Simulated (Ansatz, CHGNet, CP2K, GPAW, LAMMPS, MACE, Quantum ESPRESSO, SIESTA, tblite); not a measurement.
# What went wrong? GPAW on amorphous Ge (61 atoms)

Program: GPAW 26.7.0, a calculation on a cell of 61 Ge, 19.8 Å³ an atom.

File run.py:

```python
import numpy as np
from ase.io import read
from gpaw import GPAW, FermiDirac

atoms = read("structure.xyz")
atoms.calc = GPAW(
    mode="lcao",
    basis="dzp",
    h=0.2,
    xc="PBE",
    kpts={"size": (1, 1, 1), "gamma": True},
    occupations=FermiDirac(0.05),
    maxiter=6,
    symmetry={"point_group": False},
    txt="gpaw.txt",
)
energy = atoms.get_potential_energy(force_consistent=True)
forces = atoms.get_forces()
print(f"energy {energy:.6f} eV")
print("forces (eV/A)")
for i, (a, f) in enumerate(zip(atoms, forces)):
    print(f"{i:4d} {a.symbol:2s} {f[0]:10.5f} {f[1]:10.5f} {f[2]:10.5f}")
print(f"Fermi level {atoms.calc.get_fermi_level():.4f} eV")
for k in range(len(atoms.calc.get_ibz_k_points())):
    for s in range(atoms.calc.get_number_of_spins()):
        e = atoms.calc.get_eigenvalues(kpt=k, spin=s)
        n = np.searchsorted(e, atoms.calc.get_fermi_level())
        print(f"k {k} spin {s} levels about the Fermi level:", np.round(e[max(n - 6, 0):n], 4).tolist(), "|", np.round(e[n:n + 6], 4).tolist())
```

File structure.xyz:

```xyz
61
Lattice="10.64970 0.00000 0.00000 0.00000 10.64970 0.00000 0.00000 0.00000 10.64970" Properties=species:S:1:pos:R:3 pbc="T T T"
Ge 0.19372 3.69044 9.70603
Ge 5.73518 5.30770 5.45073
Ge 7.06906 0.66401 3.45380
Ge 7.60825 3.09640 3.25657
Ge 2.63452 4.81963 1.50502
Ge 5.92102 8.99878 3.47542
Ge 5.35286 4.00503 7.64084
Ge 9.00283 1.73867 8.07950
Ge 2.50939 9.09889 2.74954
Ge 9.38686 4.29332 7.56640
[... 47 atom lines left out ...]
Ge 3.81440 6.69536 8.95672
Ge 2.71802 0.59660 9.64895
Ge 6.43135 1.76764 8.09899
Ge 9.62818 6.49131 1.76231
```

Launch:

```console
$ OMP_NUM_THREADS=1 python run.py > output.txt
```

What it wrote:

```text
gpaw.KohnShamConvergenceError
```

gpaw.txt:

```text
Input parameters:
  mode=LCAO(),
  basis={'default': 'dzp'},
  h=0.2,
  kpts=MonkhorstPack(size=(1, 1, 1), gamma=True),
  maxiter=6,
  occupations=Occupations(name='fermi-dirac', width=0.05, fixmagmom=False),
  symmetry=Symmetry(point_group=False),
  xc=XC(name='PBE')
Unit cell  # Å
| periodic |         x |         y |         z |   lengths |    angles |
|----------|-----------|-----------|-----------|-----------|-----------|
|      yes | 10.649700 |  0.000000 |  0.000000 | 10.649700 | 90.000000 |
|      yes |  0.000000 | 10.649700 |  0.000000 | 10.649700 | 90.000000 |
|      yes |  0.000000 |  0.000000 | 10.649700 | 10.649700 | 90.000000 |
Number of symmetries: 1
Symmetry operations  # r_c * U_cc + t_c -> r_c
|   | kind |            matrix            |
|---|------|------------------------------|
| 0 |  E   |  1, 0, 0,  0, 1, 0,  0, 0, 1 |
BZ-sampling:
  Number of BZ points: 1
  Number of IBZ points: 1
  Monkhorst-Pack size: [1, 1, 1]
  Monkhorst-Pack shift: [0, 0, 0]
K-points  # in reciprocal-cell coordinates
|   |                                coordinates |     weight |
|---|--------------------------------------------|------------|
| 0 | (  0.00000000,   0.00000000,   0.00000000) | 1.00000000 |
basis functions: 793
Spin-components: 1 (collinear spins)
Bands:           151
Projectors:      305
Spin-degeneracy: 2
Datatype:        <class 'float'>
Parallelization:
  kpt:    1
  domain: 1
  band:   1
Density:
  Valence electrons: 244.0
  Components: 1
  Grid points: [52 52 52]
  Charge: 0.0  # |e|
Potential:
  Grid points: [52 52 52]
species:
  Ge:
    name:    Germanium
    Z:       32.0
    valence: 4
    core:    28
    LCAO basis set for Ge:
      Name: dzp
      Number of radial functions: 5
      Number of spherical harmonics: 13
        l=0, rc=6.6406 Bohr: 4s-sz confined orbital
        l=1, rc=8.9688 Bohr: 4p-sz confined orbital
        l=0, rc=3.7500 Bohr: 4s-dz split-valence wave
        l=1, rc=5.3281 Bohr: 4p-dz split-valence wave
        l=2, rc=8.9688 Bohr: d-type Gaussian polarization
      Number of RI-basis functions 0
Reference energy: -3482955.909003  # eV
eigensolver:
density mixing:
  MSR1-Mixer
occupation numbers:
  Fermi-Dirac:
    width: 0.0500  # eV
FastPoissonSolver using
    Stencil: 6*3+1=19 point O(h^6) finite-difference Laplacian
xc functional:
  name: PBE with 2 nearest neighbor stencil
interpolation: tri-quintic # 5. degree polynomial
Initialization done in: 8.309 s
convergence criteria:
- Maximum [total energy] change in last 3 cyles: 0.0005 eV / valence electron
- Maximum integral of absolute [dens]ity change: 0.0001 electrons / valence electron
- Maximum integral of absolute [eigenst]ate change: 4e-08 eV^2 / valence electron
maximum number of iterations: 6
SCF iterations
|iter     |      energy | eigst |  dens |
|---------|-------------|-------|-------|
|iter:   1| -240.783878 |      c|       |
|iter:   2| -240.650166 |      c| -1.14 |
|iter:   3| -245.248424 |      c| -1.16 |
|iter:   4| -246.362114 |      c| -1.21 |
|iter:   5| -240.496803 |      c| -1.15 |
|iter:   6| -240.403099 |      c| -1.85 |
timing:  # [seconds]
  Total: 77.986  # ━━━━━━━━━━━━━━━━━━━━━━━━━━━━━━━━━━━━━━━━━━━━━━━━━━━━━━━━━━
  Init:   8.308  # ━━━━━━
  SCF:   69.633  # ━━━━━━━━━━━━━━━━━━━━━━━━━━━━━━━━━━━━━━━━━━━━━━━━━━━━
```

Run time: 79 s. Hardware: 1 thread of Arm Neoverse V1, shared host; peak memory 1.2 GiB.

Banners, paths, timers and routine set-up lines are dropped from the logs unmarked, and long logs keep their key lines alone; longer cuts are marked.

Why should this run not be trusted?

Too few SCF iterations: iteration limit 6.

The run ended unconverged.

[Also dropped from logs without a mark: logging warnings of Python, and SIESTA's first energy breakdown and zero terms.]

[Logs are printed without paths, hosts, clocks, repeated set-up lines and the standing remarks that a program may print on its own settings, such as how far it seeks lower states.]

[Hosts, paths, dates, database ids (printed as entryN), source tags and the programs' standing remarks are cut or masked in the printed files.]
